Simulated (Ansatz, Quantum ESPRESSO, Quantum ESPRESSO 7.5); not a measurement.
# Evanescent states of LiCl, rock salt type, lattice constant set to 4.87 Å

How good a tunnel barrier is LiCl, rock salt type, lattice constant set to 4.87 Å?

Method: plane-wave DFT, LDA, GBRV ultrasoft pseudopotentials (cross-check by Ansatz 0.2.0 with PAW datasets), in Quantum ESPRESSO 7.5.

Most raw output is cut from this account.

The structure was built from a prototype and need not be the compound's stable phase.

### 1. The starting structure

Symmetry: Fm-3m, No. 225, cubic system. The conventional cell has a = 4.870 Å, b = 4.870 Å, c = 4.870 Å, α = 90.00°, β = 90.00°, γ = 90.00°. Nearest to Li lie 6 Cl at 2.44 Å. Nearest to Cl lie 6 Li at 2.44 Å. Farther neighbours and most contacts between anions are not listed.

### 2. Self-consistent run

pwcond needs a cell whose third axis lies along the current and stands perpendicular to the other two.

Input file scf.in:

```
&control
  prefix = 'scf'
  outdir = './out'
  pseudo_dir = './pseudo'
  calculation = 'scf'
  tprnfor = .true.
/
&system
  ibrav = 0
  nat = 4
  ntyp = 2
  ecutwfc = 40
  ecutrho = 200
  occupations = 'fixed'
  nbnd = 14
/
&electrons
  conv_thr = 1e-09
  mixing_beta = 0.6
  electron_maxstep = 120
/
ATOMIC_SPECIES
  Li  6.9400  li_lda_v1.4.uspp.F.UPF
  Cl  35.4500  cl_lda_v1.4.uspp.F.UPF
CELL_PARAMETERS angstrom
  3.44361002437849 0.00000000000000 0.00000000000000
  0.00000000000000 3.44361002437849 0.00000000000000
  0.00000000000000 0.00000000000000 4.87000000000000
ATOMIC_POSITIONS crystal
  Li  0.000000000000 0.000000000000 0.000000000000
  Cl  0.500000000000 0.500000000000 0.000000000000
  Li  0.500000000000 0.500000000000 0.500000000000
  Cl  0.000000000000 0.000000000000 0.500000000000
K_POINTS automatic
  8 8 6 0 0 0
```

Launch:

```bash
$ OMP_NUM_THREADS=1 mpirun -n 2 pw.x -nk 2 -in scf.in > scf.out
```

The job ended after 12 s (2 MPI ranks of Intel Xeon Platinum 8488C (Sapphire Rapids), shared host; peak memory 0.2 GiB).

Numbers from this step:

* free energy: -1302.3096 eV
* valence top, on the run's zero: 2.943 eV
* conduction bottom, on the run's zero: 9.476 eV
* gap by band count: 6.533 eV

The program's own clock; routines nest. Time by routine:

```
     routine  wall time (s)  calls
       PWSCF          11.46      1
   electrons          10.12      1
     c_bands           8.75      9
     cegterg           7.56    270
       h_psi           6.07   1689
        fftw           5.18  32206
    vloc_psi           5.16   1689
    sum_band           1.18      9
    init_run           1.06      1
      calbec           0.64   2079
h_psi:calbec           0.49   1689
     wfcinit           0.43      1
  add_vuspsi           0.37   1689
       s_psi           0.36   1689
```

The run needed 8 iterations to bring the estimated error under 1e-09 Ry.

### 3. Complex band structure

ikind = 0 solves one period of the crystal for all kz, real and complex, at each energy and k across. ewind and epsproj trim the two-dimensional plane-wave basis; nz1 sets the subslabs.

Input file cbs.in:

```
&inputcond
  outdir = './out'
  prefixl = 'scf'
  band_file = 'cbs'
  ikind = 0
  ewind = 4.0
  epsproj = 1e-05
  nz1 = 7
  energy0 = 7.44
  denergy = -0.24
/
4
  0.00000000 0.00000000 1.00000000
  0.50000000 0.00000000 1.00000000
  0.50000000 0.50000000 1.00000000
  0.25000000 0.00000000 1.00000000
40
```

Launch:

```bash
$ OMP_NUM_THREADS=1 mpirun -n 2 pwcond.x -in cbs.in > cbs.out
```

It took 61 s on 2 MPI ranks; peak memory 0.14 GiB; 2 min of CPU time.

Read from the output:

- peak of the smallest κ at the zone centre: 0.524 Å⁻¹
- energy of the peak at the zone centre: 3.12 eV
- peak of the smallest κ at (1/2, 0): 0.415 Å⁻¹
- peak of the smallest κ at (1/4, 0): 0.483 Å⁻¹

K across = (0, 0) in the cell's reciprocal vectors; values within 0.0025 1/Å of each other count once, columns are sorted by size at each energy, a dash where no further value was kept. Im kz of the slowest decaying states against energy, zero at the highest filled level of the SCF mesh:

```
energy (eV)  decay 1 (Å⁻¹)  decay 2 (Å⁻¹)  decay 3 (Å⁻¹)
      -1.92          0.477           1.51           1.62
      -1.44           1.48           1.58           1.94
      -0.96           1.44           1.54           1.91
      -0.48           1.41           1.50           1.87
      -0.24           1.39           1.48           1.85
       0.00          0.041          0.054           1.37
       0.24          0.201          0.295           1.35
       0.72           0.33          0.473           1.32
       1.20          0.408          0.575           1.28
       1.68          0.461          0.644           1.25
       2.16          0.496          0.694           1.21
       2.64          0.516          0.732           1.18
       2.88          0.521          0.747           1.16
       3.36          0.524          0.772           1.10
       3.84          0.515           0.79           1.04
       4.32          0.496          0.804          0.971
       4.80          0.466          0.813            0.9
       5.28          0.426           0.82          0.823
       5.76          0.371          0.736          0.823
       6.00          0.338          0.689          0.824
       6.48          0.248          0.582          0.825
       6.96          0.061          0.449          0.807
       7.44          0.251          0.457          0.828
```

K across = (0, 0) in the cell's reciprocal vectors. Table of Re kz of states that move upwards by energy, zero at the highest filled level of the SCF mesh:

| energy (eV) | channel 1 (Å⁻¹) | channel 2 (Å⁻¹) | channel 3 (Å⁻¹) |
| --- | --- | --- | --- |
| -1.92 | 0.642 | - | - |
| -1.68 | -0.594 | - | - |
| -1.44 | -0.540 | 0.141 | 0.141 |
| -1.20 | -0.484 | 0.397 | 0.397 |
| -0.96 | -0.426 | 0.557 | 0.557 |
| -0.72 | -0.596 | -0.596 | -0.362 |
| -0.48 | -0.460 | -0.460 | -0.290 |
| -0.24 | -0.309 | -0.309 | -0.199 |
| 0.00 | - | - | - |
| 0.24 | - | - | - |
| 0.72 | - | - | - |
| 0.96 | - | - | - |
| 1.20 | - | - | - |
| 1.44 | - | - | - |
| 1.68 | - | - | - |
| 1.92 | - | - | - |
| 2.16 | - | - | - |
| 2.40 | - | - | - |
| 2.64 | - | - | - |
| 2.88 | - | - | - |
| 3.12 | - | - | - |
| 3.36 | - | - | - |
| 3.60 | - | - | - |
| 3.84 | - | - | - |
| 4.08 | - | - | - |
| 4.32 | - | - | - |
| 4.56 | - | - | - |
| 4.80 | - | - | - |
| 5.28 | - | - | - |
| 5.52 | - | - | - |
| 5.76 | - | - | - |
| 6.00 | - | - | - |
| 6.24 | - | - | - |
| 6.48 | - | - | - |
| 6.72 | - | - | - |
| 6.96 | - | - | - |
| 7.20 | 0.165 | - | - |
| 7.44 | 0.243 | - | - |

K across = (1/2, 0) in the cell's reciprocal vectors; values within 0.0025 1/Å of each other count once, columns are sorted by size at each energy, a dash where no further value was kept. Im kz of the slowest decaying states against energy, zero at the highest filled level of the SCF mesh:

| energy (eV) | decay 1 (Å⁻¹) | decay 2 (Å⁻¹) | decay 3 (Å⁻¹) |
| --- | --- | --- | --- |
| -1.92 | 1.14 | 1.43 | 2.35 |
| -1.68 | 1.09 | 1.42 | 2.34 |
| -1.44 | 1.04 | 1.41 | 2.32 |
| -1.20 | 0.967 | 1.40 | 2.31 |
| -0.96 | 0.881 | 1.39 | 2.29 |
| -0.72 | 0.759 | 1.37 | 2.28 |
| -0.48 | 0.513 | 1.36 | 2.27 |
| -0.24 | 0.112 | 0.501 | 1.35 |
| 0.00 | 0.199 | 0.709 | 1.33 |
| 0.24 | 0.251 | 0.795 | 1.32 |
| 0.72 | 0.32 | 0.88 | 1.29 |
| 0.96 | 0.343 | 0.902 | 1.28 |
| 1.20 | 0.362 | 0.918 | 1.26 |
| 1.44 | 0.378 | 0.928 | 1.25 |
| 1.68 | 0.39 | 0.934 | 1.23 |
| 1.92 | 0.399 | 0.937 | 1.22 |
| 2.16 | 0.406 | 0.938 | 1.20 |
| 2.40 | 0.411 | 0.936 | 1.19 |
| 2.64 | 0.414 | 0.933 | 1.17 |
| 2.88 | 0.415 | 0.927 | 1.15 |
| 3.12 | 0.415 | 0.921 | 1.13 |
| 3.36 | 0.412 | 0.912 | 1.11 |
| 3.60 | 0.408 | 0.903 | 1.10 |
| 3.84 | 0.402 | 0.892 | 1.08 |
| 4.08 | 0.394 | 0.88 | 1.06 |
| 4.32 | 0.383 | 0.867 | 1.04 |
| 4.56 | 0.371 | 0.853 | 1.02 |
| 4.80 | 0.357 | 0.838 | 0.994 |
| 5.28 | 0.318 | 0.804 | 0.948 |
| 5.52 | 0.293 | 0.785 | 0.924 |
| 5.76 | 0.262 | 0.765 | 0.899 |
| 6.00 | 0.223 | 0.744 | 0.872 |
| 6.24 | 0.17 | 0.721 | 0.845 |
| 6.48 | 0.074 | 0.697 | 0.816 |
| 6.72 | 0.67 | 0.785 | 1.78 |
| 6.96 | 0.642 | 0.752 | 1.76 |
| 7.20 | 0.612 | 0.717 | 1.74 |
| 7.44 | 0.579 | 0.679 | 1.72 |

K across = (1/2, 1/2) in the cell's reciprocal vectors; values within 0.0025 1/Å of each other count once, columns are sorted by size at each energy, a dash where no further value was kept. Table of Im kz of the slowest decaying states by energy, zero at the highest filled level of the SCF mesh:

```
energy (eV)  decay 1 (Å⁻¹)  decay 2 (Å⁻¹)  decay 3 (Å⁻¹)
      -1.92           0.63           2.05           2.19
      -1.68          0.489           2.03           2.17
      -1.20          0.225          0.475           1.99
      -0.96          0.299          0.622           1.96
      -0.72           0.35          0.707           1.94
      -0.24          0.422          0.815           1.89
       0.00          0.448          0.855           1.86
       0.24          0.469           0.89           1.83
       0.72          0.501          0.953           1.77
       0.96          0.513          0.982           1.73
       1.20          0.523           1.01           1.70
       1.68          0.535           1.07           1.61
       1.92          0.539           1.11           1.56
       2.16          0.541           1.15           1.50
       2.64          0.541           1.25           1.37
       2.88          0.539           1.29           1.31
       3.36          0.531           1.15           1.41
       3.60          0.525           1.09           1.45
       3.84          0.518           1.03           1.48
       4.32          0.499          0.937           1.52
       4.56          0.488          0.893           1.54
       4.80          0.476           0.85           1.55
       5.28          0.446          0.767           1.57
       5.52          0.428          0.725           1.57
       5.76          0.409          0.683           1.57
       6.24          0.362          0.595           1.55
       6.48          0.334          0.548           1.52
       6.72          0.301          0.498           1.50
       7.20          0.215          0.382           1.45
       7.44           0.15          0.309           1.43
```

K across = (1/4, 0) in the cell's reciprocal vectors; values within 0.0025 1/Å of each other count once, columns are sorted by size at each energy, a dash where no further value was kept. The Im kz of the slowest decaying states by energy, zero at the highest filled level of the SCF mesh:

| energy (eV) | decay 1 (Å⁻¹) | decay 2 (Å⁻¹) | decay 3 (Å⁻¹) |
| --- | --- | --- | --- |
| -1.92 | 0.676 | 1.46 | 1.65 |
| -1.68 | 0.576 | 1.45 | 1.62 |
| -1.20 | 0.084 | 0.23 | 1.42 |
| -0.96 | 0.122 | 1.41 | 1.55 |
| -0.72 | 0.105 | 1.40 | 1.53 |
| -0.24 | 1.37 | 1.48 | 1.74 |
| 0.00 | 0.089 | 0.169 | 1.36 |
| 0.24 | 0.25 | 0.366 | 1.35 |
| 0.72 | 0.342 | 0.587 | 1.32 |
| 0.96 | 0.374 | 0.662 | 1.31 |
| 1.20 | 0.399 | 0.726 | 1.29 |
| 1.68 | 0.436 | 0.844 | 1.20 |
| 1.92 | 0.449 | 0.912 | 1.14 |
| 2.16 | 0.46 | 1.02 | 1.24 |
| 2.64 | 0.475 | 1.02 | 1.20 |
| 2.88 | 0.48 | 1.01 | 1.19 |
| 3.36 | 0.483 | 1.00 | 1.16 |
| 3.60 | 0.482 | 0.993 | 1.14 |
| 3.84 | 0.479 | 0.984 | 1.12 |
| 4.32 | 0.469 | 0.962 | 1.08 |
| 4.56 | 0.461 | 0.95 | 1.07 |
| 4.80 | 0.452 | 0.937 | 1.05 |
| 5.28 | 0.427 | 0.908 | 1.01 |
| 5.52 | 0.411 | 0.892 | 0.989 |
| 5.76 | 0.392 | 0.875 | 0.969 |
| 6.24 | 0.344 | 0.838 | 0.929 |
| 6.48 | 0.312 | 0.818 | 0.911 |
| 6.72 | 0.274 | 0.797 | 0.896 |
| 7.20 | 0.148 | 0.681 | 0.752 |
| 7.44 | 0.521 | 0.727 | 0.916 |

The program's own clock; routines nest. Time by routine:

```
     routine  wall time (s)  calls
      PWCOND          59.89      1
scatter_forw          37.12    160
      compbs          21.72    160
    compbs_2           20.4    160
       local           0.55      4
        init           0.48      1
       poten           0.08      1
```

### 4. Complex band structure, with epsproj = 0.01

How much does a setting matter? One run is repeated with a change.

cbs.w.in is the input of step 3 with these lines changed:

```diff
@@ -3,6 +3,6 @@
   prefixl = 'scf'
-  band_file = 'cbs'
+  band_file = 'cbs.w'
   ikind = 0
   ewind = 4.0
-  epsproj = 1e-05
+  epsproj = 0.01
   nz1 = 7
```

Launch:

```bash
$ OMP_NUM_THREADS=1 mpirun -n 2 pwcond.x -in cbs.w.in > cbs.w.out
```

Run time: 23 s. Hardware: 2 MPI ranks; peak memory 0.12 GiB.

The changed values were drawn from a wide range, not chosen for quality; the comparison shows what they did here together.

Beside the run it was changed from:

| quantity | this run | unchanged run | difference |
| --- | --- | --- | --- |
| peak of the smallest κ at the zone centre (Å⁻¹) | 0.525 | 0.524 | 0.0010 |
| peak of the smallest κ at (1/2, 0) (Å⁻¹) | 0.416 | 0.415 | 0.0010 |
| wall time (s) | 23 | 61 |  |

The physical values in this table move by up to 0.24 %.

(Part 1 of 2 ends here.)

[Logs are printed without paths, hosts, clocks, repeated set-up lines and the standing remarks that a program may print on its own settings, such as how far it seeks lower states.]

[Hosts, paths, dates, database ids (printed as entryN), source tags and the programs' standing remarks are cut or masked in the printed files.]

[Maps of the electrostatic potential energy from Ansatz leave out the sawtooth potential of an applied field or a dipole correction, so their vacuum need not be flat; planar profiles and work functions include it.]
